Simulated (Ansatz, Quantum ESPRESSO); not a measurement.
# Lattice dynamics of CsCaH3 (Pm-3m) in two programs, part 3 of 4

How does CsCaH3 (Pm-3m) vibrate, and is this structure a minimum?

Quantum ESPRESSO 7.5; DFT LDA, scalar-relativistic, plane waves, GBRV ultrasoft pseudopotentials.

So far, highest frequency (cm⁻¹): step 7 (dispersion) 1303. The relaxed cell has a = 4.466 Å (conventional setting).

### 9. Zone-centre analysis

A rigid shift of the crystal must cost nothing, but grids and finite bases break this; the acoustic sum rule is imposed before the matrix is diagonalised again. With Born charges the intensities follow, and the static dielectric tensor.

The input, dynmat.in:

```
 &input
    fildyn='x.dyn1',
    asr='simple',
    fileig='dynmat.eig',
    lperm=.true.,
 /
```

The run is started by

```console
> dynmat.x -in dynmat.in > dynmat.out
```

Numbers of over 12 decimals in the logs are rounded to 6 here.

The program printed:

```text
[banner, memory and clock lines left out]
Program DYNMAT v.7.5

     Reading Dynamical Matrix from file x.dyn1
     ...Force constants read
     ...epsilon and Z* read
     A direction for q was not specified:TO-LO splitting will be absent

     Polarizability (A^3 units)
     multiply by 0.509485 for Clausius-Mossotti correction
        20.468641    0.000000    0.000000
         0.000000   20.468641    0.000000
         0.000000    0.000000   20.468641

     IR activities are in (D/A)^2/amu units

# mode   [cm-1]    [THz]      IR
    1     -0.00   -0.0000    0.0000
    2     -0.00   -0.0000    0.0000
    3     -0.00   -0.0000    0.0000
    4    117.31    3.5170    0.0634
    5    117.31    3.5170    0.0634
    6    117.31    3.5170    0.0634
    7    430.53   12.9070    0.0000
    8    430.53   12.9070    0.0000
    9    430.53   12.9070    0.0000
   10    459.49   13.7751   48.4084
   11    459.49   13.7751   48.4084
   12    459.49   13.7751   48.4084
   13   1114.58   33.4141   24.0450
   14   1114.58   33.4141   24.0450
   15   1114.58   33.4141   24.0450

Electronic dielectric permittivity tensor (relative, adimensional)
         3.888298    0.000000    0.000000
         0.000000    3.888298    0.000000
         0.000000    0.000000    3.888298

 ... with zone-center polar mode contributions
         9.953296    0.000000   -0.000000
         0.000000    9.953296   -0.000000
         0.000000   -0.000000    9.953296

[end of the log left out, with the tail of the file of modes that dynmat.x writes under the same name]
```

Elapsed: 0.48 s, on 1 thread of Arm Neoverse V1, shared host.

This step gave:

* highest optical zone-centre mode (no LO-TO term): 1115 cm⁻¹
* lowest optical zone-centre mode: 117.3 cm⁻¹
* mean static dielectric constant: 9.953

Unit eigenvectors of the mass-weighted matrix after the sum rule; no LO-TO term. Modes at Γ, with each element's share of the kinetic energy:

```
mode  frequency (cm⁻¹)  symmetry  Cs %  Ca %  H %
   1               0.0  acoustic    76    23    2
   2               0.0  acoustic    76    23    2
   3               0.0  acoustic    76    23    2
   4             117.3       T1u    24    73    2
   5             117.3       T1u    24    73    2
   6             117.3       T1u    24    73    2
   7             430.5       T2u     0     0  100
   8             430.5       T2u     0     0  100
   9             430.5       T2u     0     0  100
  10             459.5       T1u     0     2   98
  11             459.5       T1u     0     2   98
  12             459.5       T1u     0     2   98
  13            1114.6       T1u     0     2   98
  14            1114.6       T1u     0     2   98
  15            1114.6       T1u     0     2   98
```

Displacements in mode 4 (117.3 cm⁻¹), the largest set to 1:
```
Cs1  0.00  0.00 -0.32
Ca2  0.00  0.00  1.00
H3   0.00  0.00  0.53
H4   0.00  0.00  0.53
H5   0.00  0.00  0.87
```

Displacements in mode 13 (1114.6 cm⁻¹), the largest set to 1:
```
Cs1  0.00  0.00  0.00
Ca2  0.00  0.00 -0.02
H3   0.00  0.00 -0.05
H4   0.00  0.00 -0.05
H5   0.00  0.00  1.00
```

Degenerate modes summed, no LO-TO term. Lines of the infrared spectrum (strongest = 100):

```
position (cm⁻¹)  lines merged  label  IR intensity, relative
            117             3    T1u                     0.1
            431             3    T2u                     0.0
            459             3    T1u                     100
           1115             3    T1u                      50
```

Static dielectric tensor (ions relaxed, fixed cell):

```
9.95 0.00 0.00
0.00 9.95 0.00
0.00 0.00 9.95
```

The rule moves no optical mode by more than 0.3 cm⁻¹.

### 10. Sum rules set otherwise (asr no)

Without the rule the raw error of the acoustic modes shows.

The input, dynmat.in:

```
 &input
    fildyn='x.dyn1',
    asr='no',
    fileig='dynmat.eig',
    lperm=.true.,
 /
```

The run is started by

```console
> dynmat.x -in dynmat.in > dynmat.out
```

The program printed:

```text
[banner, memory and clock lines left out]
Program DYNMAT v.7.5

     Reading Dynamical Matrix from file x.dyn1
     ...Force constants read
     ...epsilon and Z* read
     A direction for q was not specified:TO-LO splitting will be absent

     Polarizability (A^3 units)
     multiply by 0.509485 for Clausius-Mossotti correction
        20.468641    0.000000    0.000000
         0.000000   20.468641    0.000000
         0.000000    0.000000   20.468641

     IR activities are in (D/A)^2/amu units

# mode   [cm-1]    [THz]      IR
    1     -4.41   -0.1321    0.0001
    2     -4.41   -0.1321    0.0001
    3     -4.41   -0.1321    0.0001
    4    117.08    3.5101    0.0667
    5    117.08    3.5101    0.0667
    6    117.08    3.5101    0.0667
    7    430.51   12.9065    0.0000
    8    430.51   12.9065    0.0000
    9    430.51   12.9065    0.0000
   10    459.47   13.7746   48.7858
   11    459.47   13.7746   48.7858
   12    459.47   13.7746   48.7858
   13   1114.47   33.4109   24.2058
   14   1114.47   33.4109   24.2058
   15   1114.47   33.4109   24.2058

Electronic dielectric permittivity tensor (relative, adimensional)
         3.888298    0.000000    0.000000
         0.000000    3.888298    0.000000
         0.000000    0.000000    3.888298

 ... with zone-center polar mode contributions
        10.006069   -0.000000    0.000000
        -0.000000   10.006069   -0.000000
         0.000000   -0.000000   10.006069

[end of the log left out, with the tail of the file of modes that dynmat.x writes under the same name]
```

Elapsed: 0.46 s, on 1 thread.

Numbers from this step:

```yaml
highest_optical_zone_centre_mode_no_lo_to_term: 1114 cm⁻¹
lowest_optical_zone_centre_mode: 117.1 cm⁻¹
mean_static_dielectric_constant: 10.01
```

Zone-centre frequencies as printed; negative means imaginary. Modes:

```
mode  frequency (cm⁻¹)
   1             -4.41
   2             -4.41
   3             -4.41
   4             117.1
   5             117.1
   6             117.1
   7             430.5
   8             430.5
   9             430.5
  10             459.5
  11             459.5
  12             459.5
  13              1114
  14              1114
  15              1114
```

Against the first rule no mode moves by more than 4.5 cm⁻¹.

### 11. Sum rules set otherwise: a sum rule for molecules or wires on a crystal

This rule also removes rotations, which suits molecules and not a crystal; it is tried to see the harm.

The input, dynmat.in:

```
 &input
    fildyn='x.dyn1',
    asr='zero-dim',
    fileig='dynmat.eig',
    lperm=.true.,
 /
```

The run is started by

```console
> dynmat.x -in dynmat.in > dynmat.out
```

The program printed:

```text
[banner, memory and clock lines left out]
Program DYNMAT v.7.5

     Reading Dynamical Matrix from file x.dyn1
     ...Force constants read
     ...epsilon and Z* read
     Acoustic Sum Rule: || Z*(ASR) - Z*(orig)|| =    1.961233E-01
     Acoustic Sum Rule: ||dyn(ASR) - dyn(orig)||=    7.225377E-02
     A direction for q was not specified:TO-LO splitting will be absent

     Polarizability (A^3 units)
     multiply by 0.509485 for Clausius-Mossotti correction
        20.468641    0.000000    0.000000
         0.000000   20.468641    0.000000
         0.000000    0.000000   20.468641

     IR activities are in (D/A)^2/amu units

# mode   [cm-1]    [THz]      IR
    1     -0.00   -0.0000    0.0000
    2     -0.00   -0.0000    0.0000
    3     -0.00   -0.0000    0.0000
    4     -0.00   -0.0000    0.0000
    5      0.00    0.0000    0.0000
    6      0.00    0.0000    0.0000
    7    117.24    3.5148    0.0626
    8    456.70   13.6915   44.5994
    9    456.70   13.6915   44.5994
   10    459.16   13.7651   48.4179
   11    472.53   14.1662    4.8807
   12    472.53   14.1662    4.8807
   13   1104.63   33.1160   21.6494
   14   1104.63   33.1160   21.6494
   15   1114.45   33.4104   24.0363

Electronic dielectric permittivity tensor (relative, adimensional)
         3.888298    0.000000    0.000000
         0.000000    3.888298    0.000000
         0.000000    0.000000    3.888298

 ... with zone-center polar mode contributions
         9.958905    0.001074    0.001074
         0.001074    9.958905    0.001074
         0.001074    0.001074    9.958905

[end of the log left out, with the tail of the file of modes that dynmat.x writes under the same name]
```

Wall time 0.45 s (1 thread).

The program raised no error, yet the settings are not those of a careful run.

The fault: a sum rule for molecules or wires on a crystal; 3 optical modes are projected out to zero frequency, as if they were rotations.

For a crystal the rule has to be 'simple' or 'crystal'.

Zone-centre frequencies as printed; negative means imaginary. Modes:

```
mode  frequency (cm⁻¹)
   1                 0
   2                 0
   3                 0
   4                 0
   5                 0
   6                 0
   7             117.2
   8             456.7
   9             456.7
  10             459.2
  11             472.5
  12             472.5
  13              1105
  14              1105
  15              1114
```

### 12. Modes along a direction of q (1 0 0)

A longitudinal polar mode sets up a macroscopic field that stiffens it; the term hangs on the direction from which q goes to zero.

The input, dynmat.in:

```
 &input
    fildyn='x.dyn1',
    asr='simple',
    fileig='dynmat.eig',
    q(1)=1.0,
    q(2)=0.0,
    q(3)=0.0,
 /
```

The run is started by

```console
> dynmat.x -in dynmat.in > dynmat.out
```

The program printed:

```text
[banner, memory and clock lines left out]
Program DYNMAT v.7.5

     Reading Dynamical Matrix from file x.dyn1
     ...Force constants read
     ...epsilon and Z* read

     Polarizability (A^3 units)
     multiply by 0.509485 for Clausius-Mossotti correction
        20.468641    0.000000    0.000000
         0.000000   20.468641    0.000000
         0.000000    0.000000   20.468641

     IR activities are in (D/A)^2/amu units

# mode   [cm-1]    [THz]      IR
    1     -0.00   -0.0000    0.0000
    2      0.00    0.0000    0.0000
    3      0.00    0.0000    0.0000
    4    117.31    3.5170    0.0634
    5    117.31    3.5170    0.0634
    6    117.94    3.5358    0.0091
    7    430.53   12.9070    0.0000
    8    430.53   12.9070    0.0000
    9    430.53   12.9070    0.0000
   10    459.49   13.7751   48.4084
   11    459.49   13.7751   48.4084
   12    679.65   20.3753   32.5629
   13   1114.58   33.4141   24.0450
   14   1114.58   33.4141   24.0450
   15   1199.17   35.9501   39.9448

[end of the log left out, with the tail of the file of modes that dynmat.x writes under the same name]
```

Elapsed: 0.45 s, on 1 thread.

This step gave:

* highest mode moved by the LO-TO term: 1199 cm⁻¹

Zone-centre frequencies as printed; negative means imaginary. Modes:

```
mode  frequency (cm⁻¹)
   1                 0
   2                 0
   3                 0
   4             117.3
   5             117.3
   6             117.9
   7             430.5
   8             430.5
   9             430.5
  10             459.5
  11             459.5
  12             679.6
  13              1115
  14              1115
  15              1199
```

The field moves 3 modes; the highest of them now lies at 1199 cm⁻¹, where the highest that moved away lay at 1115.

### 13. The dispersion under another sum rule (asr all)

The sum rule corrects the force constants themselves, so it can shift branches at any wavevector, low ones most.

The input, matdyn.in:

```
 &input
    asr='all',
    flfrc='x.fc',
    flfrq='x.freq',
    flvec='x.modes',
    q_in_band_form=.true.,
    q_in_cryst_coord=.true.,
 /
8
  0.0000000   0.0000000   0.0000000   8  ! GAMMA
  0.0000000   0.5000000   0.0000000   8  ! X
  0.5000000   0.5000000   0.0000000   8  ! M
  0.0000000   0.0000000   0.0000000   8  ! GAMMA
  0.5000000   0.5000000   0.5000000   8  ! R
  0.0000000   0.5000000   0.0000000   1  ! X
  0.5000000   0.5000000   0.5000000   8  ! R
  0.5000000   0.5000000   0.0000000   1  ! M
```

The run is started by

```console
> matdyn.x -in matdyn.in > matdyn.out
```

The program printed:

```text
[banner, memory and clock lines left out]
Program MATDYN v.7.5

 mass for atomic type   1 not given; uses mass from file x.fc
 mass for atomic type   2 not given; uses mass from file x.fc
 mass for atomic type   3 not given; uses mass from file x.fc

     WARNING: To use asr = 'all' for infrared-active solids, i.e., solids with nonzero
     Born effective charge, one must set read_lr = .true. in the matdyn.x input. Also,
     the flfrc file must have been constructed with write_lr = .true. in the q2r.x input.
     If the system is infrared inactive and you have nonzero Born effective charge due to
     numerical noise, you can ignore this warning.

 Norm of the difference between old and new effective charges:    7.74597e-08

 Huang before:    1   1   1   2,   residual stress:   0.000000
 Huang before:    1   1   1   3,   residual stress:   0.000000
 Huang before:    1   1   2   2,   residual stress:  -1.1e-15
 Huang before:    1   1   2   3,   residual stress:  -0.000000
 Huang before:    1   1   3   3,   residual stress:  -1e-15
 Huang before:    1   2   1   3,   residual stress:  -0.000000
 Huang before:    1   2   2   2,   residual stress:  -0.000000
 Huang before:    1   2   2   3,   residual stress:   0.000000
 Huang before:    1   2   3   3,   residual stress:   0.000000
 Huang before:    1   3   2   2,   residual stress:   0.000000
 Huang before:    1   3   2   3,   residual stress:   0.000000
 Huang before:    1   3   3   3,   residual stress:   0.000000
 Huang before:    2   2   2   3,   residual stress:   0.000000
 Huang before:    2   2   3   3,   residual stress:   1e-16
 Huang before:    2   3   3   3,   residual stress:  -0.000000

 Norm of the difference between old and new force-constants:   7.44225e-05

   You are using asr="all", please consider citing C. Lin, S. Ponc\'e and N. Marzari, npj Comput Mater 8, 236 (2022).
```

Wall time 0.59 s (1 thread).

At the labelled points the branches move by no more than 0.4 cm⁻¹. The log warns that this rule wants the long-range part of the force constants stored apart (write_lr, read_lr) in a polar crystal, which was not done.

(Part 3 of 4 ends here.)

[Host names and launcher messages were left out of these logs when they were recorded.]

[Logs are printed without paths, hosts, clocks, repeated set-up lines and the standing remarks that a program may print on its own settings, such as how far it seeks lower states.]

[Hosts, paths, dates, database ids (printed as entryN), source tags and the programs' standing remarks are cut or masked in the printed files.]
